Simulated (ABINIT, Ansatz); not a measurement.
# Al3In (Fm-3m): zone-centre phonons

Aim: the zone-centre modes of Al3In (Fm-3m).

Program: ABINIT 10.8.3. Level of theory: DFT LDA, scalar-relativistic, plane waves, HGH norm-conserving pseudopotentials. Results are calculated unless marked as measured.

The structure was built from a prototype and need not be the compound's stable phase.

## 1. The starting structure

It takes space group Fm-3m (No. 225, cubic). The conventional cell has a = 6.688 Å, b = 6.688 Å, c = 6.688 Å, α = 90.00°, β = 90.00°, γ = 90.00°. In has 8 Al at 2.90 Å nearest. Al has 8 Al at 2.90 Å nearest. Nearest to Al lie 4 Al at 2.90 Å and 4 In at 2.90 Å. Farther neighbours are not listed.

## 2. Relaxation

The harmonic expansion needs vanishing forces, and a free crystal bears no stress, so cell and atoms are brought to rest. Stress is more sensitive to the basis than forces are: the last 3 Ha under the cutoff are smoothed with ecutsm, and the cutoff is raised above that of the later runs.

The starting cell comes from a relaxation made beforehand in Ansatz (LDA, PseudoDojo NC).

Contents of relax.abi:

```
# relaxation
ionmov 2
optcell 2
dilatmx 1.08
ntime 40
tolmxf 1.0d-05
tolvrs 1.0d-14
prtwf 0
prtden 0
chksymtnons 0

# basis, mesh and filling
ecut 26.0
ecutsm 3.0
ixc 7
ngkpt 8 8 8
nshiftk 1
shiftk 0.0 0.0 0.0
istwfk *1
occopt 7
tsmear 0.01
nband 12
nstep 100
diemac 1000000.0
prtebands 0
prtgsr 0
useylm 1

# cell and atoms
acell 3*1.0 Angstrom
rprim 
    -3.34384649 0.0 3.34384649
    0.0 3.34384649 3.34384649
    -3.34384649 3.34384649 0.0
ntypat 2
znucl 49 13
natom 4
typat 1 2 2 2
xred 
    0.0 0.0 0.0
    0.5 0.5 0.5
    0.75 0.75 0.75
    0.25 0.25 0.25
pp_dirpath "./pseudo"
pseudos "In.hgh, Al.hgh"
```

Launch:

```
OMP_NUM_THREADS=1 mpirun -n 4 abinit relax.abi > relax.log
```

Numbers of over 12 decimals in the logs are rounded to 6 here.

relax.abo, the main output file:

```text
[banners, grids, parts of the stress and lines that vanish by symmetry left out]
- input  file    -> relax.abi
- output file    -> relax.abo
- root for input  files -> relaxi
[...]
Symmetries : space group Fm -3 m (#225); Bravais cF (face-center cubic)
[...]
mpw =        4056          nfft =      110592          nkpt =          29
[...]
== DATASET  1 ==================================================================
[...]
cutoff_energies: {ecut:  26.0, pawecutdg:  -1.0, }
[...]
Exchange-correlation functional for the present dataset will be:
  LDA: Perdew-Wang 92 LSD fit to Ceperley-Alder data - ixc=7
[...]
ETOT  1  -8.296340    -8.296E+00 1.329E-02 2.813E+02
 ETOT  2  -8.327248    -3.091E-02 2.706E-03 3.966E+00
 ETOT  3  -8.327533    -2.843E-04 3.971E-04 1.654E-02
 ETOT  4  -8.327534    -9.486E-07 1.738E-04 7.388E-04
 ETOT  5  -8.327534    -3.825E-08 1.749E-04 5.890E-06
[...]
At SCF step   10       vres2   =  1.01E-15 < tolvrs=  1.00E-14 =>converged.
[...]
sigma(1 1)=  4.75968070E-05  sigma(3 2)=  0.00000000E+00
  sigma(2 2)=  4.75968070E-05  sigma(3 1)=  0.00000000E+00
  sigma(3 3)=  4.75968070E-05  sigma(2 1)=  0.00000000E+00
[...]
convergence: {deltae: -1.101E-13, res2:  1.006E-15, residm:  2.978E-05, diffor: null, }
etotal    :  -8.32753381E+00
[...]
ETOT  1  -8.327627    -8.328E+00 2.279E-04 2.945E-03
[...]
At SCF step    7       vres2   =  2.77E-15 < tolvrs=  1.00E-14 =>converged.
[...]
sigma(1 1)=  3.92063697E-05  sigma(3 2)=  0.00000000E+00
  sigma(2 2)=  3.92063697E-05  sigma(3 1)=  0.00000000E+00
  sigma(3 3)=  3.92063697E-05  sigma(2 1)=  0.00000000E+00
[...]
convergence: {deltae:  1.386E-13, res2:  2.770E-15, residm:  1.837E-05, diffor: null, }
etotal    :  -8.32762753E+00
[...]
ETOT  1  -8.327811    -8.328E+00 1.134E-03 6.213E-02
[...]
At SCF step    8       vres2   =  5.46E-17 < tolvrs=  1.00E-14 =>converged.
[...]
sigma(1 1)= -1.40172425E-06  sigma(3 2)=  0.00000000E+00
  sigma(2 2)= -1.40172425E-06  sigma(3 1)=  0.00000000E+00
  sigma(3 3)= -1.40172425E-06  sigma(2 1)=  0.00000000E+00
[...]
convergence: {deltae: -2.149E-13, res2:  5.457E-17, residm:  2.468E-04, diffor: null, }
etotal    :  -8.32781578E+00
[...]
ETOT  1  -8.327816    -8.328E+00 3.389E-05 7.572E-05
[...]
ETOT  5  -8.327816    -8.349E-14 6.752E-06 1.936E-13
 ETOT  6  -8.327816     1.616E-13 7.756E-06 2.264E-15
 At SCF step    6       vres2   =  2.26E-15 < tolvrs=  1.00E-14 =>converged.
[...]
sigma(1 1)=  3.81354239E-08  sigma(3 2)=  0.00000000E+00
  sigma(2 2)=  3.81354239E-08  sigma(3 1)=  0.00000000E+00
  sigma(3 3)=  3.81354239E-08  sigma(2 1)=  0.00000000E+00
[...]
convergence: {deltae:  1.616E-13, res2:  2.264E-15, residm:  7.756E-06, diffor: null, }
etotal    :  -8.32781600E+00
[...]
At Broyd/MD step   4, gradients are converged :
[...]
sigma(1 1)=  3.81354239E-08  sigma(3 2)=  0.00000000E+00
  sigma(2 2)=  3.81354239E-08  sigma(3 1)=  0.00000000E+00
  sigma(3 3)=  3.81354239E-08  sigma(2 1)=  0.00000000E+00
[...]
- sigma(1 1)=  1.12198291E-03  sigma(3 2)=  0.00000000E+00
- sigma(2 2)=  1.12198291E-03  sigma(3 1)=  0.00000000E+00
- sigma(3 3)=  1.12198291E-03  sigma(2 1)=  0.00000000E+00
[...]
fcart     -0.0000000000E+00 -0.0000000000E+00 -0.0000000000E+00
           strten      3.8135423949E-08  3.8135423949E-08  3.8135423949E-08
================================================================================

[key lines of the parts left out:]
pressure_GPa:  -1.1220E-03
Total energy (etotal) [Ha]= -8.32781600114237E+00
```

Elapsed: 31 s, on 4 MPI ranks of Arm Neoverse V2, shared host; 2 min of CPU time.

Step by step:

```csv
step,energy less that of the first step (eV),largest force (eV/Å),volume (Å³)
1,0.0000,0.0000,74.78
2,-0.0026,0.0000,74.46
3,-0.0077,0.0000,73.01
4,-0.0077,0.0000,73.06
```

```csv
"conventional cell, symmetrised",before,after,change
a (Å),6.688,6.636,-0.8 %
b (Å),6.688,6.636,-0.8 %
c (Å),6.688,6.636,-0.8 %
volume (Å³/atom),18.69,18.26,-2.3 %
```

The relaxed structure:

```xyz
4
Lattice="-3.3180 0.0000 3.3180 0.0000 3.3180 3.3180 -3.3180 3.3180 0.0000" Properties=species:S:1:pos:R:3 pbc="T T T"
In    0.0000    0.0000    0.0000
Al   -3.3180    3.3180    3.3180
Al   -4.9770    4.9770    4.9770
Al   -1.6590    1.6590    1.6590
```

Read from the output:

```yaml
volume_per_atom: 18.26 Å³
pressure: -0.001122 GPa
gap_on_the_k_mesh: 0 eV
```

The volume changes by -2.3 % from the cell with which this run began.

## 3. Ground state

The response is built on these wavefunctions, so the potential is converged far more tightly than an energy would need. Occupations are smeared.

Contents of gs.abi:

```
# ground state
tolvrs 1.0d-16
prtden 1
prtwf 1

# basis, mesh and filling
ecut 20.0
ixc 7
ngkpt 8 8 8
nshiftk 1
shiftk 0.0 0.0 0.0
istwfk *1
occopt 7
tsmear 0.01
nband 12
nstep 100
diemac 1000000.0
prtebands 0
prtgsr 0
useylm 1

# cell and atoms
acell 3*1.0 Angstrom
rprim 
    -3.318029356 0.0 3.318029356
    0.0 3.318029356 3.318029356
    -3.318029356 3.318029356 0.0
ntypat 2
znucl 49 13
natom 4
typat 1 2 2 2
xred 
    0.0 0.0 0.0
    0.5 0.5 0.5
    0.75 0.75 0.75
    0.25 0.25 0.25
pp_dirpath "./pseudo"
pseudos "In.hgh, Al.hgh"
```

Launch:

```
OMP_NUM_THREADS=1 mpirun -n 4 abinit gs.abi > gs.log
```

gs.abo, the main output file:

```text
[banners, grids, parts of the stress and lines that vanish by symmetry left out]
- input  file    -> gs.abi
- output file    -> gs.abo
- root for input  files -> gsi
[...]
Symmetries : space group Fm -3 m (#225); Bravais cF (face-center cubic)
[...]
mpw =        2148          nfft =       46656          nkpt =          29
[...]
== DATASET  1 ==================================================================
[...]
cutoff_energies: {ecut:  20.0, pawecutdg:  -1.0, }
[...]
Exchange-correlation functional for the present dataset will be:
  LDA: Perdew-Wang 92 LSD fit to Ceperley-Alder data - ixc=7
[...]
ETOT  1  -8.298980    -8.299E+00 1.725E-02 1.147E+02
 ETOT  2  -8.327446    -2.847E-02 2.823E-03 1.567E+00
 ETOT  3  -8.327709    -2.632E-04 5.677E-04 7.703E-03
 ETOT  4  -8.327710    -9.861E-07 2.901E-04 2.675E-04
 ETOT  5  -8.327710    -3.304E-08 1.699E-04 1.776E-06
[...]
ETOT 10  -8.327710     2.345E-13 1.552E-05 1.595E-16
 ETOT 11  -8.327710    -6.040E-14 4.927E-06 5.693E-19
 At SCF step   11       vres2   =  5.69E-19 < tolvrs=  1.00E-16 =>converged.
[...]
sigma(1 1)=  5.57475880E-07  sigma(3 2)=  0.00000000E+00
  sigma(2 2)=  5.57475880E-07  sigma(3 1)=  0.00000000E+00
  sigma(3 3)=  5.57475880E-07  sigma(2 1)=  0.00000000E+00
[...]
convergence: {deltae: -6.040E-14, res2:  5.693E-19, residm:  4.927E-06, diffor: null, }
etotal    :  -8.32771011E+00
[...]
sigma(1 1)=  5.57475880E-07  sigma(3 2)=  0.00000000E+00
  sigma(2 2)=  5.57475880E-07  sigma(3 1)=  0.00000000E+00
  sigma(3 3)=  5.57475880E-07  sigma(2 1)=  0.00000000E+00
[...]
- sigma(1 1)=  1.64015066E-02  sigma(3 2)=  0.00000000E+00
- sigma(2 2)=  1.64015066E-02  sigma(3 1)=  0.00000000E+00
- sigma(3 3)=  1.64015066E-02  sigma(2 1)=  0.00000000E+00
[...]
fcart     -0.0000000000E+00 -0.0000000000E+00 -0.0000000000E+00
           strten      5.5747587988E-07  5.5747587988E-07  5.5747587988E-07
================================================================================

[key lines of the parts left out:]
pressure_GPa:  -1.6402E-02
```

Run time: 5.8 s. Hardware: 4 MPI ranks.

This step gave:

- pressure: -0.01640 GPa

The cell stands at -0.016 GPa, close enough for phonons.

[end of part 1 of 3]

[Host names and launcher messages were left out of these logs when they were recorded.]

[Logs are printed without paths, hosts, clocks, repeated set-up lines and the standing remarks that a program may print on its own settings, such as how far it seeks lower states.]

[Hosts, paths, dates, database ids (printed as entryN), source tags and the programs' standing remarks are cut or masked in the printed files.]
